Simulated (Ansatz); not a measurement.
# From LDA to G0W0: Bi3O4Cl (C2/c)

How far does one-shot GW move the LDA gap of Bi3O4Cl (C2/c)?

Calculated with Ansatz 0.2.0; LDA, then G0W0 on it, plane waves, PAW.

This is a report of a sequence of runs, with most program output left out.

### Step 1. Starting point

The structure is monoclinic, space group C2/c (No. 15). Conventional cell: a = 19.281 Å, b = 5.648 Å, c = 5.695 Å, α = 90.00°, β = 105.65°, γ = 90.00°. Nearest to Bi lie 4 O at 2.19 to 2.37 Å. Bi has 3 O at 2.10 to 2.13 Å and 1 Cl at 3.22 Å nearest. Nearest to Cl lie 4 Bi at 3.22 to 3.31 Å. Nearest to O lie 2 Bi at 2.10 to 2.13 Å. Nearest to O lie 3 Bi at 2.10 to 2.37 Å. Farther neighbours and most contacts between anions are not listed.

The cell and positions come from the Crystallography Open Database and are kept as given unless a step says otherwise. Spin-orbit coupling is left out unless a step names it. The default PAW set here is soft_2. Its files were made with PBE.

### Step 2. Bands along the symmetry lines

Levels along a band path and on the mesh show where this functional puts the band edges.

This step: DFT, LDA, plane waves, PAW.

Input file input.yaml:

```yaml
crystal:
  lattice:
    - [9.6406818171, -2.8238, 0.0]
    - [9.6406818171, 2.8238, 0.0]
    - [-1.5365156966, 0.0, 5.484222887]
  atoms:
    - { symbol: Bi, position: [0.2925, 0.7075, 0.75] }
    - { symbol: Bi, position: [0.7075, 0.2925, 0.25] }
    - { symbol: Bi, position: [0.93879, 0.35443, 0.9332] }
    - { symbol: Bi, position: [0.64557, 0.06121, 0.5668] }
    - { symbol: Bi, position: [0.06121, 0.64557, 0.0668] }
    - { symbol: Bi, position: [0.35443, 0.93879, 0.4332] }
    - { symbol: Cl, position: [0.0, 0.5, 0.5] }
    - { symbol: Cl, position: [0.5, 0.0, 0.0] }
    - { symbol: O, position: [0.055, 0.1312, 0.6074] }
    - { symbol: O, position: [0.8688, 0.945, 0.8926] }
    - { symbol: O, position: [0.945, 0.8688, 0.3926] }
    - { symbol: O, position: [0.1312, 0.055, 0.1074] }
    - { symbol: O, position: [0.4988, 0.6314, 0.4794] }
    - { symbol: O, position: [0.3686, 0.5012, 0.0206] }
    - { symbol: O, position: [0.5012, 0.3686, 0.5206] }
    - { symbol: O, position: [0.6314, 0.4988, 0.9794] }
kpoints:
  mp_grid: { grid: [4, 4, 4] }
  band_path:
    path:
      - [[0.0, 0.0, 0.0], [-0.27313186, 0.27313186, 0.0]]
      - [[-0.72686814, -0.27313186, 0.0], [-0.5, -0.5, 0.0], [0.0, 0.0, 0.0], [-0.5, -0.5, 0.5], [-0.74799509, -0.25200491, 0.5]]
      - [[-0.25200491, 0.25200491, 0.5], [0.0, 0.0, 0.5], [0.0, 0.0, 0.0]]
      - [[-0.5, 0.0, 0.5], [0.0, 0.0, 0.0], [-0.5, 0.0, 0.0]]
    npoints: 10
hamiltonian:
  xc: lda
scf:
  occupations: { method: fermi_dirac, width: 0.02 }
  n_extra_bands: 9
output:
  eigenvalues: true
  forces: true
  stress: true
  write_density: true
  write_potential: true
  elf: true
  volumetric_format: npy
```

Launch:

```bash
ansatz run input.yaml --threads 3 --pin off --max-ram 92160MiB --backend cuda --events-out ev --progress --plain --runs-dir out --devices 1 --max-vram 13GiB
```

Elapsed: 10 s, on 1 × NVIDIA H100 80GB HBM3 (shared by 6 runs) with 3 threads of AMD EPYC 7R13 (Zen 3), shared host; peak memory 1.2 GiB.

This step gave:

* pressure: -2.378 GPa
* filled bands: 76
* gap: 2.476 eV
* valence top at: V_2
* conduction bottom at: Y_2
* least direct gap: 2.513 eV

Over mesh and path the gap is 2.476 eV, from k = (-0.500, 0.000, 0.000) to k = (-0.500, -0.500, 0.000). The least direct gap found is 2.513 eV, at k = (-0.500, -0.500, 0.000).

The electronic bands at the labelled points (eV, zero at the top of the highest nominally filled band):

```tsv
point	band 73	band 74	band 75	band 76	band 77	band 78	band 79	band 80
Γ	-0.77	-0.64	-0.56	-0.27	2.71	2.91	3.17	3.51
halfway	-0.82	-0.60	-0.58	-0.09	3.30	3.34	3.63	3.86
C	-0.88	-0.73	-0.68	0.00	3.04	3.47	3.81	3.82
jump to C2	-0.88	-0.73	-0.68	0.00	3.04	3.47	3.81	3.82
halfway	-0.81	-0.73	-0.48	-0.06	3.06	3.27	3.40	3.50
Y2	-0.74	-0.71	-0.43	-0.04	2.48	3.27	3.44	3.75
halfway	-0.73	-0.72	-0.35	-0.22	2.69	3.07	3.08	3.82
Γ	-0.77	-0.64	-0.56	-0.27	2.71	2.91	3.17	3.51
halfway	-0.82	-0.55	-0.41	-0.39	3.04	3.27	3.65	3.71
M2	-0.62	-0.62	-0.37	-0.37	3.45	3.45	3.86	3.86
halfway	-0.56	-0.56	-0.29	-0.29	3.35	3.35	3.84	3.84
D	-0.56	-0.56	-0.19	-0.19	3.00	3.00	4.06	4.06
jump to D2	-0.56	-0.56	-0.19	-0.19	3.00	3.00	4.06	4.06
halfway	-0.73	-0.73	-0.30	-0.30	3.19	3.19	3.85	3.85
A	-0.67	-0.67	-0.32	-0.32	3.06	3.06	3.82	3.82
halfway	-0.69	-0.67	-0.44	-0.22	3.00	3.21	3.43	3.67
Γ	-0.77	-0.64	-0.56	-0.27	2.71	2.91	3.17	3.51
jump to L2	-0.79	-0.45	-0.22	-0.16	2.99	3.02	3.94	4.24
halfway	-0.88	-0.60	-0.43	-0.18	3.22	3.51	3.71	3.82
Γ	-0.77	-0.64	-0.56	-0.27	2.71	2.91	3.17	3.51
halfway	-0.81	-0.64	-0.51	-0.10	3.18	3.28	3.54	3.86
V2	-0.84	-0.81	-0.70	0.00	3.08	3.57	3.78	3.89
```

Valence density in the ab plane of the conventional cell at fractional z = 0.500, with atoms of Cl and O within 0.2 Å of it. It is the smooth field of the valence electrons, not physical close to the nuclei.

Values in e/Å³, 8 rows by 16 columns, each cell a mean:
```
0.1 1.1 0.4 0.1 0.5 0.4 0.1 0.2 0.8 0.2 2.5 3.5 0.3 0.2 0.1 0.3
0.1 0.2 0.1 0.2 1.2 1.1 0.1 0.0 0.1 0.1 0.6 0.9 2.6 1.1 0.1 0.8
0.1 0.1 0.0 0.1 1.2 1.1 0.1 0.2 0.3 0.1 0.1 0.4 4.0 1.7 0.1 0.4
0.4 1.5 0.2 0.1 0.3 0.3 0.1 0.7 1.0 0.1 0.2 0.8 0.9 0.4 0.1 0.1
0.9 4.8 0.5 0.2 0.1 0.2 1.3 1.0 0.4 0.1 0.3 1.2 0.2 0.2 0.6 0.2
0.3 1.0 1.8 2.0 0.1 0.3 3.9 2.3 0.2 0.1 0.1 0.2 0.1 0.4 1.3 0.8
0.1 0.2 2.8 3.1 0.2 0.2 1.6 1.1 1.8 0.3 0.1 0.1 0.0 0.4 1.3 0.7
0.1 0.7 0.8 0.6 0.1 0.1 0.1 0.6 4.8 0.6 0.8 1.1 0.1 0.1 0.4 0.2
```
Columns run along a (16.0 Å, from fractional 0.00 to 0.83 of the cell), rows up along b (5.6 Å), edges of the conventional cell, whose origin can differ from the input's. Atoms in or near the plane, at fractional coordinates: Cl at (0.25, 0.75), Cl at (0.75, 0.25), O at (0.43, 0.07), O at (0.07, 0.43), O at (0.57, 0.93).

ELF in the ab plane of the conventional cell at fractional z = 0.500, with atoms of Cl and O within 0.2 Å of it. It is the smooth field of the valence electrons, not physical close to the nuclei.

Ten even steps from '0' (0.02) to '9' (0.86), each cell a mean:
```
11368862000479973138758732221011134433577620
04899997200135431038878634554200355433333200
27997898400000111126887334556411564213310000
38973699500011011112442331246511565213323321
38997898301365311100001331146511466543368862
16999995102689741000133333455310245543587884
02578752113699962002577533443110012323785784
10123212332589862003799842211355410003799872
44200135543346530002799851014899862001477631
56520255422321100001378741048999995100122111
45631365311321110111123310169966997200000011
25641266433335663111000000179965996101332111
35530146554368896211121000159999984003787310
55410013442487587203677410026899851015899720
32112210111588786116899730001465311124899840
```
Columns run along a (16.0 Å, from fractional 0.17 to 1.00 of the cell), rows up along b (5.6 Å), edges of the conventional cell, whose origin can differ from the input's. Atoms in or near the plane, at fractional coordinates: Cl at (0.25, 0.75), Cl at (0.75, 0.25), O at (0.43, 0.07), O at (0.93, 0.57), O at (0.57, 0.93).

### Step 3. One-shot GW

G0W0 replaces the xc potential by a self-energy built once from the orbitals of the start. Levels are corrected in the window of bands that the input names, at points of the mesh.

This step: G0W0 on LDA, plane waves, PAW.

input.yaml, the sections that differ from step 2:

```yaml
kpoints:
  mp_grid: { grid: [4, 4, 4] }
scf:
  occupations: { method: fixed }
gw:
  n_empty_bands: 1005
  ecut_chi: 130.0
  qp_bands: [v4, c4]
  qp_kpoints: band_edges
  screening: { model: contour_deformation }
# crystal, hamiltonian: as in step 2
# output: removed
```

The job ended after 11 min (1 × NVIDIA H100 80GB HBM3 (shared by 6 runs) with 3 threads; peak memory 8 GiB; 18 min of CPU time).

Numbers from this step:

```
bands summed                                    : 1081
RPA ε∞ on this mesh (eigenvalues)               : 5.325, 5.350, 5.527
plane waves in the screening matrix             : 1013
q-points in the mesh                            : 64
G0W0 gap over the corrected points              : 3.459 eV
k of the valence top                            : 0, -0.5, 0
k of the conduction bottom                      : -0.5, -0.5, 0
starting gap on the mesh                        : 2.476 eV
Z at the valence top                            : 0.7471
Z at the conduction bottom                      : 0.8133
least direct G0W0 gap over the corrected points : 3.525 eV
```

Over all 24 irreducible mesh points the G0W0 gap is 3.459 eV, from k = (0.000, -0.500, 0.000) to k = (-0.500, -0.500, 0.000). The LDA gap of this run on the mesh is 2.476 eV. The two states that bound the G0W0 gap lie that far apart at the start, so the correction of the gap is 3.459 − 2.476 = +0.983 eV.

Labels follow the order of the start: v1 is the top filled band, c1 the lowest empty one; levels that stay degenerate share a row, the window can cut a multiplet, doubted levels are not marked in this list, bands outside the window were not corrected, and the list may be a part of the corrected levels. The levels before and after the correction (eV, zero at the valence-band top of each column):

```tsv
	conduction bottom	valence top
Kohn-Sham	2.48	0.00
G0W0	3.46	0.00
```

```tsv
	level	occupation	energy (eV)
Kohn-Sham	(0 -0.5 0) v3	2	-0.810
Kohn-Sham	(0 -0.5 0) v2	2	-0.699
Kohn-Sham	(0 -0.5 0) v1	2	0.000
Kohn-Sham	(0 -0.5 0) c1	0	3.081
Kohn-Sham	(0 -0.5 0) c2	0	3.568
Kohn-Sham	(0 -0.5 0) c3	0	3.782
Kohn-Sham	(-0.5 -0.5 0) v3	2	-0.711
Kohn-Sham	(-0.5 -0.5 0) v2	2	-0.429
Kohn-Sham	(-0.5 -0.5 0) v1	2	-0.037
Kohn-Sham	(-0.5 -0.5 0) c1	0	2.476
Kohn-Sham	(-0.5 -0.5 0) c2	0	3.268
Kohn-Sham	(-0.5 -0.5 0) c3	0	3.445
G0W0	(0 -0.5 0) v3	2	-1.075
G0W0	(0 -0.5 0) v2	2	-0.809
G0W0	(0 -0.5 0) v1	2	0.000
G0W0	(0 -0.5 0) c1	0	4.067
G0W0	(0 -0.5 0) c2	0	4.606
G0W0	(0 -0.5 0) c3	0	4.856
G0W0	(-0.5 -0.5 0) v3	2	-0.815
G0W0	(-0.5 -0.5 0) v2	2	-0.508
G0W0	(-0.5 -0.5 0) v1	2	-0.065
G0W0	(-0.5 -0.5 0) c1	0	3.459
G0W0	(-0.5 -0.5 0) c2	0	4.313
G0W0	(-0.5 -0.5 0) c3	0	4.497
```

The parts of the quasiparticle energy for the two states that bound the G0W0 gap, in eV on the run's own scale (QP = start + Σx + Σc − Vxc, with Σc at the quasiparticle energy):

```tsv
edge	k	band	start	Σx	Σc	Vxc	Z	QP
valence top	(0.000, -0.500, 0.000)	76	7.402	−24.026	3.081	−20.697	0.747	7.154
conduction bottom	(-0.500, -0.500, 0.000)	77	9.877	−10.334	−3.512	−14.582	0.813	10.613
```

### Step 4. Spin-orbit coupling in LDA

This run has two-component orbitals with spin-orbit coupling.

This step: DFT, LDA with spin-orbit coupling, plane waves, PAW.

input.yaml, as its differences from that of step 3:

```diff
@@ -24,2 +24,14 @@
   mp_grid: { grid: [4, 4, 4] }
+  band_path:
+    path:
+      - [0.0, 0.0, 0.0]
+      - [-0.27313186, 0.27313186, 0.0]
+      - [-0.72686814, -0.27313186, 0.0]
+      - [-0.5, -0.5, 0.0]
+      - [-0.5, -0.5, 0.5]
+      - [-0.74799509, -0.25200491, 0.5]
+      - [-0.25200491, 0.25200491, 0.5]
+      - [0.0, 0.0, 0.5]
+      - [-0.5, 0.0, 0.0]
+    npoints: 1
 hamiltonian:
@@ -28,7 +40,9 @@
   occupations: { method: fixed }
-gw:
-  n_empty_bands: 1005
-  ecut_chi: 130.0
-  qp_bands: [v4, c4]
-  qp_kpoints: band_edges
-  screening: { model: contour_deformation }
+  n_extra_bands: 18
+magnetization:
+  noncollinear: true
+  spin_orbit: true
+output:
+  eigenvalues: true
+  forces: true
+  stress: true
```

Elapsed: 15 s, on 1 × NVIDIA H100 80GB HBM3 (shared by 6 runs) with 3 threads; peak memory 1.4 GiB; 25 s of CPU time.

This step gave:

- pressure: -2.138 GPa
- gap: 2.253 eV
- valence top at: k = (-0.500, 0.000, 0.000)
- conduction bottom at: Y_2
- least direct gap: 2.281 eV

Over mesh and listed points the gap is 2.253 eV, from k = (-0.500, 0.000, 0.000) to k = (-0.500, -0.500, 0.000). The least direct gap found is 2.281 eV, at k = (-0.500, -0.500, 0.000). LDA+SOC against LDA: 2.253 − 2.476 = −0.223 eV, with the same mesh, set of files (read in its fully relativistic form for the spin-orbit run) and cutoff, and both edges at the same k points. The spin-orbit run sees mesh and listed points alone, so its gap is an upper bound: the coupling can move an edge off these points, and the change over the zone, its sign included where it is small, is not known.

### Step 5. Side by side

Each gap is the least one over the points named; times are wall times on shared hosts, not benchmarks. A G0W0 time includes the run's own self-consistent start. Runs with listed points see these and the mesh alone, so an edge that moves elsewhere is missed. Rows marked * are further runs, not shown as steps, whose inputs differ from the G0W0 step on the same start in the columns given; solver thresholds can differ too. Symmetry makes (-0.500, 0.000, 0.000) and (0.000, -0.500, 0.000) one point.

```tsv
level	mesh	files, cutoff	bands summed, screening	points	gap (eV)	valence top	conduction bottom	least direct gap (eV)	time
LDA	4×4×4	soft_2 PAW, 420 eV	-	mesh and path	2.476	(-0.500, 0.000, 0.000)	(-0.500, -0.500, 0.000)	2.513	10 s
LDA+SOC	4×4×4	soft_2 PAW, 420 eV	-	mesh and listed points	2.253	(-0.500, 0.000, 0.000)	(-0.500, -0.500, 0.000)	2.281	15 s
G0W0@LDA*	4×4×4	soft_2 PAW, 420 eV	241, 39 eV	all 24 irreducible mesh points	3.380	(0.000, -0.500, 0.000)	(-0.500, -0.500, 0.000)	3.407	1.9 min
G0W0@LDA*	4×4×4	soft_2 PAW, 420 eV	543, 78 eV	all 24 irreducible mesh points	3.339	(0.000, -0.500, 0.000)	(-0.500, -0.500, 0.000)	3.401	3.4 min
G0W0@LDA	4×4×4	soft_2 PAW, 420 eV	1081, 130 eV	all 24 irreducible mesh points	3.459	(0.000, -0.500, 0.000)	(-0.500, -0.500, 0.000)	3.525	11 min
G0W0@LDA*	2×2×2	soft_2 PAW, 420 eV	543, 78 eV	all 6 irreducible mesh points	3.327	(0.000, -0.500, 0.000)	(-0.500, -0.500, 0.000)	3.380	18 s
```

### Step 6. What came out

| Property | Result |
| --- | --- |
| LDA gap over mesh and path | 2.476 eV, from k = (-0.500, 0.000, 0.000) to k = (-0.500, -0.500, 0.000) |
| G0W0@LDA gap over all 24 irreducible mesh points | 3.459 eV, from k = (0.000, -0.500, 0.000) to k = (-0.500, -0.500, 0.000) |
| LDA+SOC gap over mesh and listed points | 2.253 eV |
| GW settings | 4×4×4 mesh, 1005 empty bands, screening to 130 eV |
| known limits | finite bands, screening cutoff and k mesh; no spin-orbit coupling in G0W0; screening cutoff under 40 eV in some runs |

In words: Over all 24 irreducible mesh points the G0W0 gap is 3.459 eV, from k = (0.000, -0.500, 0.000) to k = (-0.500, -0.500, 0.000). The LDA gap of this run on the mesh is 2.476 eV. The two states that bound the G0W0 gap lie that far apart at the start, so the correction of the gap is 3.459 − 2.476 = +0.983 eV. The valence state moves by 7.154 − 7.402 = −0.248 eV and the conduction state by 10.613 − 9.877 = +0.736 eV, on the run's own scale; with 241 bands the edge states move by +0.277 and +1.181 eV, so the split between the edges depends on the bands and cutoff. Both edges that LDA shows over mesh and path lie at k points where levels were corrected. Levels at other points were not corrected, so a lower G0W0 gap elsewhere in the zone is not ruled out. From 241 bands and 39 eV to 1081 bands and 130 eV the gap moves by 3.459 − 3.380 = +0.079 eV (rung by rung 3.380, 3.339, 3.459 eV); bands and screening cutoff rise together, so their parts are not told apart. The gap turns back along the series (3.380, 3.339, 3.459 eV), so no line is drawn and the limit is not known. With the 2×2×2 mesh in place of the 4×4×4 mesh and all else as in the G0W0@LDA row with 543 bands, the gap differs by 3.327 − 3.339 = −0.012 eV, and that of the start by 2.480 − 2.476 = +0.004 eV. LDA+SOC against LDA: 2.253 − 2.476 = −0.223 eV, with the same mesh, set of files (read in its fully relativistic form for the spin-orbit run) and cutoff, and both edges at the same k points. The spin-orbit run sees mesh and listed points alone, so its gap is an upper bound: the coupling can move an edge off these points, and the change over the zone, its sign included where it is small, is not known. What spin-orbit coupling does to the G0W0 levels was not computed, so no sum with the G0W0 gap is formed. The G0W0 runs are scalar-relativistic. G0W0 is shown with one set of atomic data (soft_2 PAW), so the error from the files is not known here. A screening cutoff under 40 eV is crude: G0W0@LDA with 241 bands at 39 eV.

[Paths, hosts, dates, memory and timing lines, banners, echoed tables and standing remarks are left out of the program output.]

[Logs are printed without paths, hosts, clocks, repeated set-up lines and the standing remarks that a program may print on its own settings, such as how far it seeks lower states.]

[Runs of the session that timed out or met a known fault of the program may be left out.]

[Cells called generated may have been cut or substituted from an entry of the Crystallography Open Database or the Materials Project.]

[Hosts, paths, dates, database ids (printed as entryN), source tags and the programs' standing remarks are cut or masked in the printed files.]

[Where an RPA ε∞ is given, it is that of the G0W0 mesh and is not shown converged in it. Names of k-points follow the symmetry that the program found, which can be lower than the space group named. Band edges on a path are those of the sampled points; other points can move an edge, and change direct to indirect where valleys lie close.]

[Hybrid gaps are those of their k-mesh and are not shown converged in it.]
